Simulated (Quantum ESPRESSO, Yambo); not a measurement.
Planning a run of Yambo 5.3.0 on WSe2 (P6_3/mmc). The input:

```
HF_and_locXC
gw0
dyson
ppa
em1d
rim_cut
RandQpts= 1000000
RandGvec= 1 RL
EXXRLvcs= 104 Ry
VXCRLvcs= 416 Ry
Chimod= "HARTREE"
% BndsRnXp
 1 | 230 |
%
NGsBlkXp= 6.5 Ry
% LongDrXp
 1 | 1 | 1 |
%
% GbndRnge
 1 | 230 |
%
DysSolver= "n"
ExtendOut
PPAPntXp= 27.21138 eV
% QPkrange
 1 | 1 | 61 | 64 |
 5 | 5 | 61 | 64 |
 7 | 7 | 61 | 64 |
%
```

The database entry behind the starting cell differs from later determinations by our own check (a about 0.2 % long), so it need not match the best structure at ambient conditions.

```sh
OMP_NUM_THREADS=2 mpirun -n 4 yambo -F gw5.in -J gw5 -C gw5 > gw5.log
```

The stored states that it reads are on a 6×6×1 mesh. Symmetry: P6_3/mmc, No. 194, hexagonal system. Conventional cell: a = 3.290 Å, b = 3.290 Å, c = 12.970 Å, α = 90.00°, β = 90.00°, γ = 120.00°. Nearest to W lie 6 Se at 2.53 Å. Nearest to Se lie 3 W at 2.53 Å. Farther neighbours and most contacts between anions are not listed.

**Question.** How long will it take on 4 MPI ranks of Arm Neoverse V2, shared host, and how much memory?

It took 6.5 min; on shared hardware allow 3.2 min to 13 min. Peak host memory was 6.2 GiB.

The screening grows as filled bands × empty bands × pairs of k points, times the square of the screening basis for the matrix.

[Paths, hosts, dates, memory and timing lines, banners, echoed tables and standing remarks are left out of the program output.]

[Logs are printed without paths, hosts, clocks, repeated set-up lines and the standing remarks that a program may print on its own settings, such as how far it seeks lower states.]

[Runs of the session that timed out or met a known fault of the program may be left out.]

[Hosts, paths, dates, database ids (printed as entryN), source tags and the programs' standing remarks are cut or masked in the printed files.]
